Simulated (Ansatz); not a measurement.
## Li(100) film, 1 layer, flat: channels in plane against thickness

How does quantum confinement change the conductance of Li(100) film, 1 layer, flat and thicker films?

Program: Ansatz 0.2.0. Level of theory: Ansatz plane-wave DFT, PBE, PAW files; ballistic transport by layer matching (Landauer), zero bias. Results are calculated unless marked as measured.

### 1. Starting point

The cell holds 1 atom: 1 Li. Its edges and angles: a = 11.000 Å, b = 3.510 Å, c = 3.510 Å, α = 90.0°, β = 90.0°, γ = 90.0°. It derives from Li. Vacuum lies along a. The structure's axis is c.

### 2. With 1 layer

Vacuum lies along the first vector, which takes one k-point, and the current runs in the film's plane. One period is a perfect wire, so its channels are the result. Energies from -0.27 to 0.27 eV in steps of 0.036 eV cover the slope of the Fermi function at 300 K, so the program can form a conductance.

input.yaml reads:

```yaml
crystal:
  lattice:
    - [11.0, 0.0, 0.0]
    - [0.0, 3.51, 0.0]
    - [0.0, 0.0, 3.51]
  atoms:
    - { symbol: Li, position: [0.4090909091, 0.0, 0.0] }
kpoints:
  mp_grid: { grid: [1, 12, 12] }
hamiltonian:
  xc: pbe
scf:
  occupations: { method: fermi_dirac, width: 0.1 }
output:
  transmission:
    leads: [[0, 0]]
    kmesh: [1, 36]
    e_range: [-0.27, 0.27]
    de: 0.036
```

Run with:

```
$ ansatz run input.yaml --threads 4 --pin off --max-ram 8192MiB --backend cpu --events-out ev --progress --plain --runs-dir out
```

Numbers of over 12 decimals in the logs are rounded to 6 here.

The program printed:

```text
Engine: ansatz 0.2.0, x86_64-unknown-linux-gnu
Pseudopotentials: kind: paw
Pseudopotential: Li, paw, valence charge 3, recommended cutoff 420 eV (normal), Li.paw.azcp
Functional definition: PBE
  parameter kappa = 0.804
  parameter beta = 0.066725
  exchange = pbe_x(kappa = kappa, mu = beta*pi^2/3)
  correlation = pbe_c(beta = beta)
Crystal: 1 atoms, lattice volume = 135.521 Å³
Basis set: ecut = 420 eV, 2633 PW (Γ)
Bands: 6, of which v1, the nominal top of the filled ones, is band 2 counted from 1 (1 counted from 0)
Symmetry: 16 space group operations
Space group: P4/mmm (ITA 123), of the structure as read, at distance tolerance 5.1e-5 Å
k-points: 28 of 144
Non-local potential: Li, projectors of the file, l = 0: 3, l = 1: 2, l = 2: 1
PAW form: soft (Blöchl's): semilocal exchange-correlation on the pseudo side does not see the compensation charge
PAW one-centre angular grid: Li, 110 points (default); XC on 64 Gauss nodes
Initial density: superposition of atomic densities (neutral atoms: chi_scale 0, normalization atom), corrected by the library's trained network
Initial wavefunctions: pseudopotential atomic-orbital guess
Functional: x = pbe(κ = 0.804, μ = 0.219515), c = pbe(β = 0.066725)
SCF iter   1: F=—  HF=-203.970393 eV  |F-HF|=—  |Δ(HF+E_count)|=         —  Δρ=4.71e-4  dr2=4.93e-4  ethr=1.77e-3  ⟨swp⟩=4.5  Hψ=1363  notcnv=0
preconditioner: auto → LDOS  [insulator: Δε(μ)=0.290 eV  Ē_g=4.578 eV  σ=0.100 eV  W_gap=0.59  n_scr=4 (ndim 8)  ℏωp=3.2 eV  f_vac=0.482  D(μ)=0.62/eV (n_scr^D=2)  ε∞_Penn≈1.5  β→1.0]
SCF iter   2: F=—  HF=-203.972178 eV  |F-HF|=—  |Δ(HF+E_count)|=   1.78e-3  Δρ=1.19e-4  dr2=5.30e-5  ethr=1.64e-5  ⟨swp⟩=2.0  Hψ=508  notcnv=0
SCF iter   3: F=—  HF=-203.972224 eV  |F-HF|=—  |Δ(HF+E_count)|=   4.61e-5  Δρ=3.60e-5  dr2=6.17e-6  ethr=1.77e-6  ⟨swp⟩=1.8  Hψ=229  notcnv=0
iter 4 did not close the SCF: its close was put off for the readings that it lacked (scf_convergence_deferred on its scf_iter line)
SCF iter   4: F=-203.972227 eV  HF=-203.972227 eV  |F-HF|=7.82e-9  |Δ(HF+E_count)|=   2.32e-6  Δρ=5.99e-6  dr2=9.29e-8  ethr=2.06e-7  ⟨swp⟩=1.6  Hψ=184  notcnv=0
iter 5 did not close the SCF: its close was put off for the readings that it lacked (scf_convergence_deferred on its scf_iter line)
SCF iter   5: F=-203.972227 eV  HF=-203.972227 eV  |F-HF|=3.42e-9  |Δ(HF+E_count)|=   2.33e-8  Δρ=9.06e-7  dr2=2.05e-9  ethr=3.10e-9  ⟨swp⟩=2.2  Hψ=217  notcnv=0
SCF iter   6: F=-203.972227 eV  HF=-203.972227 eV  |F-HF|=7.49e-11  |Δ(HF+E_count)|=   3.73e-9  Δρ=2.23e-7  dr2=1.95e-10  ethr=6.84e-11  ⟨swp⟩=1.0  Hψ=450  notcnv=0
SCF 1 converged in 6 iterations: F = -203.972227 eV  dr2 = 1.95e-10
  greatest PAW one-centre occupation: 1.000 electrons in one spin orbital (limit 2), on the Li atom at site 0 (counted from 0), in its partial waves of l = 0
transmission: 10 of 95 steps passed
transmission: 20 of 95 steps passed
[...]
transmission: 95 of 95 steps passed
SCF converged after 6 iterations
Free energy (F): -203.972227 eV
Harris-Foulkes:  -203.972227 eV  (|F-HF|=7.49e-11)
Internal energy: -203.950900 eV  (E = F + TS)
E sigma→0 (E₀):  -203.961563 eV
Entropy (-TS):   -0.021327 eV (-21.327 meV/atom)
Fermi energy:    -2.340458 eV
--- Per-component energies (eV) ---
  E_band       = -104.009314
  E_kinetic    = 19.455654
  E_local      = -231.505461  (includes V_loc(G=0)·N_el)
  E_nonlocal   = -33.397843
  E_hartree    = 82.652353
  E_xc         = -8.794619
  E_vxc        = -11.281537  (∫ρ·V_xc dr)
  E_paw        = -20.943755  (= ΣΔE_a)
  E_vpaw       = -12.584672  (= ΣTr[D̂ρ^β])
  E_aug_tail   = 0.000015  (compensation charges beyond the density's cutoff)
  E_ewald      = -11.417243
  E_smearing   = -0.021327  (= −TS)
  E_closure    = 0.000000  (closes the sum)
  Σ components = -203.972227   (vs F -203.972227, Δ=0.00e0)
--- Band table (eV; the first three rows and the last of 28) ---
  k-point 0: bands = ["-50.4419", "-3.9356", "-1.4973", "0.3049", "2.6500", "3.2905"]
  k-point 1: bands = ["-50.4418", "-3.8652", "-1.4148", "0.3864", "2.7305", "3.3459"]
  k-point 2: bands = ["-50.4416", "-3.6548", "-1.1680", "0.6286", "2.9689", "3.0538"]
  k-point 27: bands = ["-50.4399", "0.2880", "0.2880", "2.3217", "2.7450", "3.1637"]
--- Transmission ---
  basis      : 335 plane waves across, 5 finite elements along
  points     : 19, standing for a mesh of 1 x 36
  filling    : by the input's occupations and mesh, since the crystals that have channels conduct as metals do. If one of these is a semiconductor, that mesh has misplaced its level
  energies   : 16 from -0.270000 to 0.270000 eV about the Fermi level, 0.036000 eV apart; the leads are filled to 0.000000 eV, and channels, transmission and decay are at 0.018000 eV
  crystal 0  : Li1, at the sites [0, 0], period 3.5100 Å: whole cells are its period
    offset         : up to 0.0000 Å between an atom of the period and one for which it stands
    filled         : 16.2 meV over the level at which it is neutral
    channels       : 8.055556e-1 a spin
    conductance    : 1.6190e14 S/m² at 300 K; may be off by some 0.0 % by where its bands' edges are placed, 10.9 % from the k-mesh, 0.2 % from the distance to neutral
    slowest decay  : 0.1425 /Å at (0.0000, 0.4167)
```

Run time: 95 s. Hardware: 4 threads of Intel Xeon Platinum 8259CL at 2.50GHz (Skylake/Cascade Lake), shared host; peak memory 1.1 GiB.

In the SCF lines HF is the Harris–Foulkes energy and dr2 the Hartree energy of the density residual, in eV; the loop may stop once dr2 is under the threshold and the program's other checks hold. Hψ counts applications of the Hamiltonian.

This step gave:

| Quantity | Value |
| --- | --- |
| free energy | -203.9722 eV |
| energy at zero smearing | -203.9616 eV |
| Fermi energy | -2.340 eV |
| cell area | 38.61 Å² |
| estimated errors of the lead's conductance | 0, 10.9, 0.2 % (band edges, k-mesh, distance from neutral) |
| lead conductance per cell | 0.8068 G₀ |

Per spin. The open channels, zone mean, lead by energy, zero at the Fermi level:

| energy (eV) | open channels, zone mean, lead |
| --- | --- |
| -0.270 | 0.75 |
| -0.234 | 0.75 |
| -0.198 | 0.75 |
| -0.162 | 0.75 |
| -0.126 | 0.75 |
| -0.090 | 0.806 |
| -0.054 | 0.806 |
| -0.018 | 0.806 |
| 0.018 | 0.806 |
| 0.054 | 0.806 |
| 0.090 | 0.861 |
| 0.126 | 0.861 |
| 0.162 | 0.861 |
| 0.198 | 0.861 |
| 0.234 | 0.861 |
| 0.270 | 0.861 |

The program's largest error estimate for it is 11 %, from the k-mesh.

### 3. With 2 layers, thickness 3.51 A

The film grows to 2 layers.

System of this step: Li(100) film, 2 layers, flat. The cell holds 2 atoms: 2 Li. Its edges and angles: a = 12.755 Å, b = 3.510 Å, c = 3.510 Å, α = 90.0°, β = 90.0°, γ = 90.0°. It derives from Li. Vacuum lies along a. The structure's axis is c.

input.yaml, the sections that differ from step 2:

```yaml
crystal:
  lattice:
    - [12.755, 0.0, 0.0]
    - [0.0, 3.51, 0.0]
    - [0.0, 0.0, 3.51]
  atoms:
    - { symbol: Li, position: [0.3528028224, 0.0, 0.0] }
    - { symbol: Li, position: [0.4903959232, 0.5, 0.5] }
# kpoints, hamiltonian, scf, output: as in step 2
```

The program printed:

```text
[...]
Crystal: 2 atoms, lattice volume = 157.143 Å³
Basis set: ecut = 420 eV, 3063 PW (Γ)
Bands: 7, of which v1, the nominal top of the filled ones, is band 3 counted from 1 (2 counted from 0)
Symmetry: 16 space group operations
[...]
k-points: 28 of 144
[...]
Fermi energy:    -1.748609 eV
[...]
--- Band table (eV; the first three rows and the last of 28) ---
[...]
--- Transmission ---
  basis      : 393 plane waves across, 5 finite elements along
  points     : 19, standing for a mesh of 1 x 36
[...]
crystal 0  : Li2, at the sites [0, 0], period 3.5100 Å: whole cells are its period
[...]
filled         : 10.2 meV under the level at which it is neutral
    channels       : 1.500000e0 a spin
[...]
[key lines of the parts left out:]
SCF converged after 6 iterations
Free energy (F): -408.660709 eV
```

Wall time 2.6 min (4 threads); peak memory 1.4 GiB.

This step gave:

- free energy: -408.6607 eV
- energy at zero smearing: -408.6384 eV
- Fermi energy: -1.749 eV
- cell area: 44.77 Å²
- estimated errors of the lead's conductance: 0, 2.9, 0.7 % (band edges, k-mesh, distance from neutral)
- lead conductance per cell: 1.463 G₀

Per spin. Table of open channels, zone mean, lead by energy, zero at the Fermi level:

```
energy (eV)  open channels, zone mean, lead
     -0.270                            1.22
     -0.234                            1.28
     -0.198                            1.33
     -0.162                            1.33
     -0.126                            1.33
     -0.090                            1.39
     -0.054                            1.39
     -0.018                            1.44
      0.018                             1.5
      0.054                             1.5
      0.090                             1.5
      0.126                            1.56
      0.162                            1.56
      0.198                            1.56
      0.234                            1.67
      0.270                            1.67
```

The lead conductance per cell is 1.46 G₀, 1.8 times the 0.807 G₀ of the last finished run.

### 4. With 3 layers, thickness 5.265 A

The film grows to 3 layers.

System of this step: Li(100) film, 3 layers, flat. The cell holds 3 atoms: 3 Li. Its edges and angles: a = 14.510 Å, b = 3.510 Å, c = 3.510 Å, α = 90.0°, β = 90.0°, γ = 90.0°. It derives from Li. Vacuum lies along a. The structure's axis is c.

input.yaml, the sections that differ from step 3:

```yaml
crystal:
  lattice:
    - [14.51, 0.0, 0.0]
    - [0.0, 3.51, 0.0]
    - [0.0, 0.0, 3.51]
  atoms:
    - { symbol: Li, position: [0.3101309442, 0.0, 0.0] }
    - { symbol: Li, position: [0.4310820124, 0.5, 0.5] }
    - { symbol: Li, position: [0.5520330806, 0.0, 0.0] }
# kpoints, hamiltonian, scf, output: as in step 3
```

The program printed:

```text
[...]
Crystal: 3 atoms, lattice volume = 178.765 Å³
Basis set: ecut = 420 eV, 3469 PW (Γ)
Bands: 9, of which v1, the nominal top of the filled ones, is band 5 counted from 1 (4 counted from 0)
Symmetry: 16 space group operations
[...]
k-points: 28 of 144
[...]
Fermi energy:    -1.386089 eV
[...]
--- Band table (eV; the first three rows and the last of 28) ---
[...]
--- Transmission ---
  basis      : 435 plane waves across, 5 finite elements along
  points     : 19, standing for a mesh of 1 x 36
[...]
crystal 0  : Li3, at the sites [0, 0], period 3.5100 Å: whole cells are its period
[...]
filled         : 10.6 meV over the level at which it is neutral
    channels       : 1.888889e0 a spin
[...]
[key lines of the parts left out:]
SCF converged after 6 iterations
Free energy (F): -613.372724 eV
```

Elapsed: 3.8 min, on 4 threads; peak memory 1.7 GiB; 14 min of CPU time.

Numbers from this step:

- free energy: -613.3727 eV
- energy at zero smearing: -613.3484 eV
- Fermi energy: -1.386 eV
- cell area: 50.93 Å²
- estimated errors of the lead's conductance: 0, 10.4, 0.3 % (band edges, k-mesh, distance from neutral)
- lead conductance per cell: 1.877 G₀

Per spin. Table of open channels, zone mean, lead by energy, zero at the Fermi level:

```csv
energy (eV),"open channels, zone mean, lead"
-0.270,1.67
-0.234,1.78
-0.198,1.78
-0.162,1.72
-0.126,1.83
-0.090,1.83
-0.054,1.83
-0.018,1.89
0.018,1.89
0.054,1.89
0.090,1.94
0.126,1.94
0.162,2
0.198,2
0.234,2.14
0.270,2.19
```

The lead conductance per cell is 1.88 G₀, 28 % over the 1.46 G₀ of the last finished run.

### 5. With 4 layers, thickness 7.02 A

The film grows to 4 layers.

System of this step: Li(100) film, 4 layers, flat. The cell holds 4 atoms: 4 Li. Cell: a = 16.265 Å, b = 3.510 Å, c = 3.510 Å, α = 90.0°, β = 90.0°, γ = 90.0°. It derives from Li. Vacuum lies along a. The structure's axis is c.

input.yaml, the sections that differ from step 4:

```yaml
crystal:
  lattice:
    - [16.265, 0.0, 0.0]
    - [0.0, 3.51, 0.0]
    - [0.0, 0.0, 3.51]
  atoms:
    - { symbol: Li, position: [0.2766676914, 0.0, 0.0] }
    - { symbol: Li, position: [0.384568091, 0.5, 0.5] }
    - { symbol: Li, position: [0.4924684906, 0.0, 0.0] }
    - { symbol: Li, position: [0.6003688903, 0.5, 0.5] }
# kpoints, hamiltonian, scf, output: as in step 4
```

The program printed:

```text
[...]
Crystal: 4 atoms, lattice volume = 200.386 Å³
Basis set: ecut = 420 eV, 3899 PW (Γ)
Bands: 10, of which v1, the nominal top of the filled ones, is band 6 counted from 1 (5 counted from 0)
Symmetry: 16 space group operations
[...]
k-points: 28 of 144
[...]
Fermi energy:    -1.234145 eV
[...]
--- Band table (eV; the first three rows and the last of 28) ---
[...]
--- Transmission ---
  basis      : 493 plane waves across, 5 finite elements along
  points     : 19, standing for a mesh of 1 x 36
[...]
crystal 0  : Li4, at the sites [0, 0], period 3.5100 Å: whole cells are its period
[...]
filled         : 8.8 meV over the level at which it is neutral
    channels       : 2.472222e0 a spin
[...]
[key lines of the parts left out:]
SCF converged after 6 iterations
Free energy (F): -818.051648 eV
```

Elapsed: 5.4 min, on 4 threads; peak memory 2.1 GiB; 20 min of CPU time.

This step gave:

```yaml
free_energy: -818.0516 eV
energy_at_zero_smearing: -818.0130 eV
fermi_energy: -1.234 eV
cell_area: 57.09 Å²
estimated_errors_of_the_lead_s_conductance: 0, 7.5, 0.5 % (band edges, k-mesh, distance from neutral)
lead_conductance_per_cell: 2.477 G₀
```

Per spin. The open channels, zone mean, lead by energy, zero at the Fermi level:

```csv
energy (eV),"open channels, zone mean, lead"
-0.270,1.97
-0.234,1.97
-0.198,2.14
-0.162,2.25
-0.126,2.31
-0.090,2.36
-0.054,2.36
-0.018,2.42
0.018,2.47
0.054,2.58
0.090,2.58
0.126,2.69
0.162,2.69
0.198,2.69
0.234,2.75
0.270,2.81
```

The lead conductance per cell is 2.48 G₀, 32 % over the 1.88 G₀ of the last finished run.

### 6. With 5 layers, thickness 8.775 A

The film grows to 5 layers.

System of this step: Li(100) film, 5 layers, flat. The cell holds 5 atoms: 5 Li. Cell: a = 18.020 Å, b = 3.510 Å, c = 3.510 Å, α = 90.0°, β = 90.0°, γ = 90.0°. It derives from Li. Vacuum lies along a. The structure's axis is c.

input.yaml, the sections that differ from step 5:

```yaml
crystal:
  lattice:
    - [18.02, 0.0, 0.0]
    - [0.0, 3.51, 0.0]
    - [0.0, 0.0, 3.51]
  atoms:
    - { symbol: Li, position: [0.2497225305, 0.0, 0.0] }
    - { symbol: Li, position: [0.3471143174, 0.5, 0.5] }
    - { symbol: Li, position: [0.4445061043, 0.0, 0.0] }
    - { symbol: Li, position: [0.5418978912, 0.5, 0.5] }
    - { symbol: Li, position: [0.6392896781, 0.0, 0.0] }
# kpoints, hamiltonian, scf, output: as in step 5
```

The program printed:

```text
[...]
Crystal: 5 atoms, lattice volume = 222.008 Å³
Basis set: ecut = 420 eV, 4305 PW (Γ)
Bands: 13, of which v1, the nominal top of the filled ones, is band 8 counted from 1 (7 counted from 0)
Symmetry: 16 space group operations
[...]
k-points: 28 of 144
[...]
k-point 27: bands = [... 4 lower, -47.5747, -0.4248, -0.4248, 0.4790, 0.4790, 2.0344, 2.0344, 2.0362, ... 1 higher]
--- Transmission ---
  basis      : 547 plane waves across, 5 finite elements along
  points     : 19, standing for a mesh of 1 x 36
[...]
crystal 0  : Li5, at the sites [0, 0], period 3.5100 Å: whole cells are its period
[...]
filled         : 12.4 meV under the level at which it is neutral
    channels       : 3.055556e0 a spin
[...]
[key lines of the parts left out:]
SCF converged after 6 iterations
Free energy (F): -1022.742997 eV
Fermi energy:    -0.967263 eV
```

Wall time 9.2 min (4 threads); peak memory 2.5 GiB; 34 min of CPU time.

This step gave:

```yaml
free_energy: -1022.7430 eV
energy_at_zero_smearing: -1022.6962 eV
fermi_energy: -0.9673 eV
cell_area: 63.25 Å²
estimated_errors_of_the_lead_s_conductance: 0, 2.8, 0.2 % (band edges, k-mesh, distance from neutral)
lead_conductance_per_cell: 3.018 G₀
```

Per spin. Table of open channels, zone mean, lead by energy, zero at the Fermi level:

```csv
energy (eV),"open channels, zone mean, lead"
-0.270,2.58
-0.234,2.64
-0.198,2.64
-0.162,2.64
-0.126,2.69
-0.090,2.81
-0.054,3
-0.018,3.06
0.018,3.06
0.054,2.94
0.090,3.06
0.126,3.22
0.162,3.22
0.198,3.44
0.234,3.44
0.270,3.56
```

The lead conductance per cell is 3.02 G₀, 22 % over the 2.48 G₀ of the last finished run.

### 7. All levels side by side

Times are for 4 threads of Intel Xeon Platinum 8259CL at 2.50GHz (Skylake/Cascade Lake), shared host. Results by setting:

```csv
no.,layers,lead conductance per cell (G₀),time,memory (GiB)
1,1,0.8068,95 s,1.1
2,2,1.463,2.6 min,1.4
3,3,1.877,3.8 min,1.7
4,4,2.477,5.4 min,2.1
5,5,3.018,9.2 min,2.5
```

The runs together. Table of open channels, zone mean by energy, zero at the Fermi level:

| energy (eV) | 1 | 2 | 3 | 4 | 5 |
| --- | --- | --- | --- | --- | --- |
| -0.270 | 0.75 | 1.22 | 1.67 | 1.97 | 2.58 |
| -0.234 | 0.75 | 1.28 | 1.78 | 1.97 | 2.64 |
| -0.198 | 0.75 | 1.33 | 1.78 | 2.14 | 2.64 |
| -0.162 | 0.75 | 1.33 | 1.72 | 2.25 | 2.64 |
| -0.126 | 0.75 | 1.33 | 1.83 | 2.31 | 2.69 |
| -0.090 | 0.806 | 1.39 | 1.83 | 2.36 | 2.81 |
| -0.054 | 0.806 | 1.39 | 1.83 | 2.36 | 3 |
| -0.018 | 0.806 | 1.44 | 1.89 | 2.42 | 3.06 |
| 0.018 | 0.806 | 1.5 | 1.89 | 2.47 | 3.06 |
| 0.054 | 0.806 | 1.5 | 1.89 | 2.58 | 2.94 |
| 0.090 | 0.861 | 1.5 | 1.94 | 2.58 | 3.06 |
| 0.126 | 0.861 | 1.56 | 1.94 | 2.69 | 3.22 |
| 0.162 | 0.861 | 1.56 | 2 | 2.69 | 3.22 |
| 0.198 | 0.861 | 1.56 | 2 | 2.69 | 3.44 |
| 0.234 | 0.861 | 1.67 | 2.14 | 2.75 | 3.44 |
| 0.270 | 0.861 | 1.67 | 2.19 | 2.81 | 3.56 |

### 8. What came out

```yaml
conductance_per_cell_1_layer: 0.807 G₀
conductance_per_cell_2_layers: 1.46 G₀
conductance_per_cell_3_layers: 1.88 G₀
conductance_per_cell_4_layers: 2.48 G₀
conductance_per_cell_5_layers: 3.02 G₀
```

What this shows: The conductance per cell width goes from 0.807 G0 at 1 to 3.02 G0 at 5 layers. Over the film's own cross-section (layers × spacing × width) the conductance runs from 1.0 to 0.76×10¹⁵ S/m²; that nominal section leaves out the charge that spills into the vacuum, which flatters the thinnest films. The gains from one thickness to the next are 0.66, 0.41, 0.60 and 0.54 G0 per added layer; their spread isn't beyond the error estimates. The film repeats perfectly along the current, so nothing scatters; its faces are clean and not relaxed. The program's error estimates for the conductances, leads' steps apart, run from 2.8 to 11 %.

[Logs are printed without paths, hosts, clocks, repeated set-up lines and the standing remarks that a program may print on its own settings, such as how far it seeks lower states.]

[Hosts, paths, dates, database ids (printed as entryN), source tags and the programs' standing remarks are cut or masked in the printed files.]
